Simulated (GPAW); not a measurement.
# Optical response of TaV

Aim: the dielectric function of TaV, and the optical constants that follow from it.

Main program and level: GPAW 26.7.0; DFT, LDA, plane-wave PAW (GPAW data sets), scalar-relativistic, RPA, optical limit.

### Step 1. The structure

It takes space group Cmmm (No. 65, orthorhombic). The conventional cell has a = 3.213 Å, b = 4.616 Å, c = 4.341 Å, α = 90.00°, β = 90.00°, γ = 90.00°. Nearest to Ta lie 4 V at 2.70 Å and 4 Ta at 2.81 Å. Nearest to V lie 4 Ta at 2.70 Å and 4 V at 2.81 Å. Farther neighbours are not listed.

Coordinates:

```cif
data_structure
_symmetry_space_group_name_H-M 'P 1'
_symmetry_Int_Tables_number 1
_cell_length_a 2.8120
_cell_length_b 2.8120
_cell_length_c 4.3414
_cell_angle_alpha 90.000
_cell_angle_beta 90.000
_cell_angle_gamma 110.308
_cell_volume 32.19
loop_
_atom_site_label
_atom_site_type_symbol
_atom_site_fract_x
_atom_site_fract_y
_atom_site_fract_z
_atom_site_occupancy
Ta1 Ta 0.00000 0.00000 0.00000 1
V2 V 0.50000 0.50000 0.50000 1
```

### Step 2. Ground state

First the ground state: is it a metal or has it a gap?

This step: DFT, LDA, plane-wave PAW (GPAW data sets), scalar-relativistic, ground state (GPAW 26.7.0).

Input file gs.py:

```python
from ase import Atoms
from ase.dft.bandgap import bandgap
from gpaw import GPAW, PW, FermiDirac

atoms = Atoms(['Ta', 'V'],
              cell=[[1.60670000, -2.30777500, 0.00000000],
                    [1.60670000, 2.30777500, 0.00000000],
                    [0.00000000, 0.00000000, 4.34136100]],
              scaled_positions=[[0.00000000, 0.00000000, 0.00000000],
                                [0.50000000, 0.50000000, 0.50000000]],
              pbc=[True, True, True])
atoms.set_initial_magnetic_moments([0.0, 2.0])
atoms.calc = GPAW(mode=PW(450), xc='LDA', kpts={'size': (8, 8, 5), 'gamma': True},
                  occupations=FermiDirac(0.05), maxiter=150, txt='gs.txt')
print('energy (eV)', atoms.get_potential_energy())
print('Fermi level (eV)', atoms.calc.get_fermi_level())
print('valence electrons', atoms.calc.get_number_of_electrons())
print('gap (eV)', bandgap(atoms.calc, output=None)[0])
print('direct gap (eV)', bandgap(atoms.calc, direct=True, output=None)[0])
print('moments', atoms.get_magnetic_moments().round(3).tolist())
atoms.calc.write('gs.gpw')
```

Started as:

```sh
OMP_NUM_THREADS=1 python gs.py
```

Numbers of over 12 decimals in the logs are rounded to 6 here.

What it wrote:

```text
__  _  _
 | _ |_)|_||  |
 |__||  | ||/\| - 26.7.0

Versions:
  Python: 3.12.14
  ASE:    3.29.0
  Numpy:  2.5.5
  Scipy:  1.18.1
  Libxc:  7.0.0

Input parameters:
  mode=PW(ecut=450.000000),
  kpts=MonkhorstPack(size=(8, 8, 5), gamma=True),
  maxiter=150,
  occupations=Occupations(name='fermi-dirac', width=0.05, fixmagmom=False),
  xc=XC(name='LDA')

Diagonalizing LCAO Hamiltonian
Converting LCAO to pw mode

           V

       Ta

Atoms  # Å, Bohr magnetons
|   | symbol |        x |        y |        z |    initial magnetic moments |
| 0 |     Ta | 0.000000 | 0.000000 | 0.000000 | ( 0.0000,  0.0000,  0.0000) |
| 1 |      V | 1.606700 | 0.000000 | 2.170681 | ( 0.0000,  0.0000,  2.0000) |

Unit cell  # Å
| periodic |        x |         y |        z |  lengths |     angles |
|      yes | 1.606700 | -2.307775 | 0.000000 | 2.811994 |  90.000000 |
|      yes | 1.606700 |  2.307775 | 0.000000 | 2.811994 |  90.000000 |
|      yes | 0.000000 |  0.000000 | 4.341361 | 4.341361 | 110.307824 |

Number of symmetries: 8
Symmetry operations  # r_c * U_cc + t_c -> r_c
|   | kind |            matrix            |
| 0 |  E   |  1, 0, 0,  0, 1, 0,  0, 0, 1 |
| 1 |  σ   |  1, 0, 0,  0, 1, 0,  0, 0,-1 |
| 2 |  σ   |  0, 1, 0,  1, 0, 0,  0, 0, 1 |
| 3 |  C2  |  0, 1, 0,  1, 0, 0,  0, 0,-1 |
| 4 |  σ   |  0,-1, 0, -1, 0, 0,  0, 0, 1 |
| 5 |  C2  |  0,-1, 0, -1, 0, 0,  0, 0,-1 |
| 6 |  C2  | -1, 0, 0,  0,-1, 0,  0, 0, 1 |
| 7 |  i   | -1, 0, 0,  0,-1, 0,  0, 0,-1 |

BZ-sampling:
  Number of BZ points: 320
  Number of IBZ points: 63

  Monkhorst-Pack size: [8, 8, 5]
  Monkhorst-Pack shift: [0.0625, 0.0625, 0.0]

K-points  # in reciprocal-cell coordinates
|     |                                coordinates |     weight |
|   0 | (  0.00000000,   0.00000000,   0.00000000) | 0.00312500 |
|   1 | (  0.00000000,   0.00000000,   0.20000000) | 0.00625000 |
|   2 | (  0.00000000,   0.00000000,   0.40000000) | 0.00625000 |
|   3 | (  0.12500000,  -0.12500000,   0.00000000) | 0.00625000 |
|   4 | (  0.12500000,  -0.12500000,   0.20000000) | 0.01250000 |
|   5 | (  0.12500000,  -0.12500000,   0.40000000) | 0.01250000 |
|   6 | (  0.12500000,   0.00000000,   0.00000000) | 0.01250000 |
|   7 | (  0.12500000,   0.00000000,   0.20000000) | 0.02500000 |
|   8 | (  0.12500000,   0.00000000,   0.40000000) | 0.02500000 |
|   9 | (  0.12500000,   0.12500000,   0.00000000) | 0.00625000 |
| ... |                                            |            |
|  62 | (  0.50000000,   0.50000000,   0.40000000) | 0.00625000 |

Plane wave coefficients: 714
Cutoff: 450.000000 eV

Spin-components: 2 (collinear spins)
Bands:           21
Projectors:      12
Spin-degeneracy: 1
Datatype:        complex128

Parallelization:
  kpt:    1
  domain: 1
  band:   1

Density:
  Valence electrons: 26.0
  Components: 2
  Grid points: [14 14 24]
  Charge: 0.0  # |e|

Potential:
  Grid points: [14 14 24]

species:
  Ta:
    name:    Tantalum
    id:
    Z:       73.0
    valence: 13
    core:    60
    charge:  0.0  # [|e|]
    compensation charges:
      type: gauss
      rc: 0.42  # [Å]
      lmax: 2
    cutoffs:
      filter: 2.36  # [Å]
      core: 3.45  # [Å]
    projectors
    | kind |    occ | energy [eV] | rcut [Å] |
    |   5s |  2.000 |     -72.979 |    1.365 |
    |   6s |  2.000 |      -5.599 |    1.365 |
    |   5p |  6.000 |     -39.590 |    1.349 |
    |   6p |  0.000 |      -1.483 |    1.349 |
    |   5d |  3.000 |      -3.794 |    1.307 |
    |    d |        |      23.417 |    1.307 |

    Using partial waves for Ta as LCAO basis

  V:
    name:    Vanadium
    id:
    Z:       23.0
    valence: 13
    core:    10
    charge:  0.0  # [|e|]
    compensation charges:
      type: gauss
      rc: 0.37  # [Å]
      lmax: 2
    cutoffs:
      filter: 2.14  # [Å]
      core: 0.96  # [Å]
    projectors
    | kind |    occ | energy [eV] | rcut [Å] |
    |   3s |  2.000 |     -69.819 |    1.254 |
    |   4s |  2.000 |      -4.846 |    1.254 |
    |   3p |  6.000 |     -43.961 |    1.281 |
    |   4p |  0.000 |      -1.526 |    1.281 |
    |   3d |  3.000 |      -5.381 |    1.169 |
    |    d |        |      21.830 |    1.169 |

    Using partial waves for V as LCAO basis

Reference energy: -449689.921416  # eV

eigensolver:
  PPCG
  Converge bands: occupied
  niter=2

density mixing:
  MSR1-Mixer
  Pratt-step length: 0.05
  Maximum mixing coefficient: 0.75
  Old densities: 10
  SVD Regularization: 0.005
  Good broyden scale: 1.0
  Trust region scale: 1.0
  Backstep threshold: 4.0
  History deletion threshold: 6.0
  Fourier metric: weight=20.0, sigma=0.015

occupation numbers:
  Fermi-Dirac:
    width: 0.0500  # eV

poisson solver:
  ecut: 3600.000000  # eV

xc functional:
  name: None

convergence criteria:
- Maximum [total energy] change in last 3 cyles: 0.0005 eV / valence electron
- Maximum integral of absolute [dens]ity change: 0.0001 electrons / valence electron
- Maximum integral of absolute [eigenst]ate change: 4e-08 eV^2 / valence electron
maximum number of iterations: 150

SCF iterations
|iter     |      energy | eigst |  dens |  magmom |
|iter:   1||  -20.406720 | +0.27 |       |  +2.0045|
|iter:   2||  -20.335199 | -1.97 | -1.05 |  +1.9540|
|iter:   3||  -20.645540 | -1.03 | -1.08 |  +1.3126|
|iter:   4||  -21.379397 | -0.90 | -1.08 |  +1.2896|
|iter:   5||  -20.177872 | -1.45 | -0.90 |  +1.1041|
|iter:   6||  -20.213185 | -2.66 | -1.65 |  +0.7528|
|iter:   7||  -20.225467 | -3.16 | -1.85 |  +0.4003|
|iter:   8||  -20.228367 | -3.71 | -2.17 |  +0.3126|
|iter:   9||  -20.229372c| -4.16 | -2.44 |  +0.2171|
|iter:  10||  -20.229347c| -4.84 | -2.76 |  +0.1606|
|iter:  11||  -20.229346c| -5.01 | -3.09 |  +0.1069|
|iter:  12||  -20.229314c| -4.85 | -3.21 |  +0.0307|
|iter:  13||  -20.229328c| -5.16 | -3.40 |  -0.0267|
|iter:  14||  -20.229331c| -6.06 | -3.73 |  -0.0116|
|iter:  15||  -20.229328c| -6.89 | -4.15c|  -0.0053|
|iter:  16||  -20.229329c| -7.12 | -4.45c|  -0.0005|
|iter:  17||  -20.229328c| -7.91c| -5.13c|  +0.0002|

Converged in 17 steps
SCF loop duration: 40.558 s (2.386 s/step)
Energy contributions relative to reference atoms: (reference = -449689.921416)

Energy contributions:
  Kinetic:           0.333070
  Coulomb:          -2.002327
  Zero:             -0.163526
  External:          0.000000
  Xc:              -18.381711
  Entropy:          -0.029667
  Spinorbit:         0.000000
  ----------------------------
  Free energy:     -20.244162
  Extrapolated:    -20.229328

dipole moment: (-11.575906, 0.000000, -15.639256)  # |e|*Ang

Total magnetic moment: (0.000000, 0.000000, 0.000187)

Local magnetic moments
|        x |        y |        z |
| 0.000000 | 0.000000 | 0.000021 |  # Ta   0
| 0.000000 | 0.000000 | 0.000120 |  # V    1

Fermi level: 10.168
Eigenvalues  # (at kpt = [0.000, 0.000, 0.000])
| band index |      eig [eV] | occ [0-1] |      eig [eV] | occ [0-1] |
|          0 |       -56.607 |     1.000 |       -56.607 |     1.000 |
|        ... |               |           |               |           |
|          3 |       -26.986 |     1.000 |       -26.986 |     1.000 |
|          4 |       -26.915 |     1.000 |       -26.915 |     1.000 |
|          5 |       -23.348 |     1.000 |       -23.348 |     1.000 |
|          6 |       -22.928 |     1.000 |       -22.928 |     1.000 |
|          7 |       -22.734 |     1.000 |       -22.734 |     1.000 |
|          8 |         2.920 |     1.000 |         2.920 |     1.000 |
|          9 |         6.542 |     1.000 |         6.542 |     1.000 |
|         10 |         8.856 |     1.000 |         8.856 |     1.000 |
|         11 |        10.238 |     0.197 |        10.238 |     0.196 |
|         12 |        10.644 |     0.000 |        10.644 |     0.000 |
|         13 |        10.993 |     0.000 |        10.993 |     0.000 |
|         14 |        12.115 |     0.000 |        12.115 |     0.000 |
|         15 |        12.334 |     0.000 |        12.334 |     0.000 |
|         16 |        12.392 |     0.000 |        12.392 |     0.000 |
|         17 |        14.200 |     0.000 |        14.200 |     0.000 |
|         18 |        14.916 |     0.000 |        14.916 |     0.000 |
|        ... |               |           |               |           |
|         20 |        21.809 |     0.000 |        21.809 |     0.000 |

No gap
No difference between direct/indirect transitions

--- standard output ---
energy (eV) -20.229328
Fermi level (eV) 10.168007
valence electrons 26.0
gap (eV) 0.0
direct gap (eV) 0.0
moments [0.0, 0.0]
```

Wall time 43 s (1 thread of Arm Neoverse V2, shared host); peak memory 0.17 GiB.

Numbers from this step:

- energy: -20.23 eV
- Fermi energy: 10.17 eV
- electrons: 26

There are states at the Fermi level within the smearing, so the occupations stay smeared and the carriers get a Drude term.

### Step 3. Bands for the response

At the fixed density, many empty bands are solved on the mesh of the response, since the spectrum sums over them.

This step: DFT, LDA, plane-wave PAW (GPAW data sets), scalar-relativistic, bands at fixed density (GPAW 26.7.0).

Input file nscf.py:

```python
from ase.dft.bandgap import bandgap
from gpaw import GPAW, FermiDirac

calc = GPAW('gs.gpw').fixed_density(kpts={'size': (16, 16, 10), 'gamma': True}, nbands=37, convergence={'bands': 31},
                                    occupations=FermiDirac(0.05), txt='nscf.txt')
print('gap (eV)', bandgap(calc, output=None)[0])
print('direct gap (eV)', bandgap(calc, direct=True, output=None)[0])
print('top band over the Fermi level (eV)', min(calc.get_eigenvalues(kpt=k)[30] for k in range(len(calc.get_ibz_k_points()))) - calc.get_fermi_level())
calc.write('full.gpw', mode='all')
```

Started as:

```sh
OMP_NUM_THREADS=1 python nscf.py
```

What it wrote:

```text
Diagonalizing LCAO Hamiltonian
Converting LCAO to pw mode
convergence criteria:
- Maximum integral of absolute [eigenst]ate change: 4e-08 eV^2 / valence electron
maximum number of iterations: 150

SCF iterations
|iter     |      energy | eigst |  dens |  magmom |
|iter:   1||             | +2.63 |       |  +0.0002|
|iter:   2||             | +0.80 |       |  +0.0002|
|iter:   3||             | -0.50 |       |  +0.0002|
|iter:   4||             | -1.78 |       |  +0.0002|
|iter:   5||             | -3.06 |       |  +0.0002|
|iter:   6||             | -4.22 |       |  +0.0002|
|iter:   7||             | -4.85 |       |  +0.0002|
|iter:   8||             | -6.13 |       |  +0.0002|
|iter:   9||             | -7.15 |       |  +0.0002|
|iter:  10||             | -8.27c|       |  +0.0002|
SCF steps: 10
  __  _  _
 | _ |_)|_||  |
 |__||  | ||/\| - 26.7.0

Versions:
  Python: 3.12.14
  ASE:    3.29.0
  Numpy:  2.5.5
  Scipy:  1.18.1
  Libxc:  7.0.0

Input parameters:
  mode=PW(ecut=450.000000),
  convergence={'bands': 31},
  gpts=array([14, 14, 24]),
  kpts=MonkhorstPack(size=(16, 16, 10), gamma=True),
  maxiter=150,
  nbands=37,
  occupations=Occupations(name='fermi-dirac', width=0.05, fixmagmom=False),
  parallel={},
  xc=XC(name='LDA')

--- standard output ---
gap (eV) 0.0
direct gap (eV) 0.0
top band over the Fermi level (eV) 23.795666
```

Wall time 4.4 min (1 thread); peak memory 0.6 GiB.

(Part 1 of 2 ends here.)

[Machine, clock and banner lines and Python warnings are left out of the logs.]

[Logs are printed without paths, hosts, clocks, repeated set-up lines and the standing remarks that a program may print on its own settings, such as how far it seeks lower states.]

[Hosts, paths, dates, database ids (printed as entryN), source tags and the programs' standing remarks are cut or masked in the printed files.]
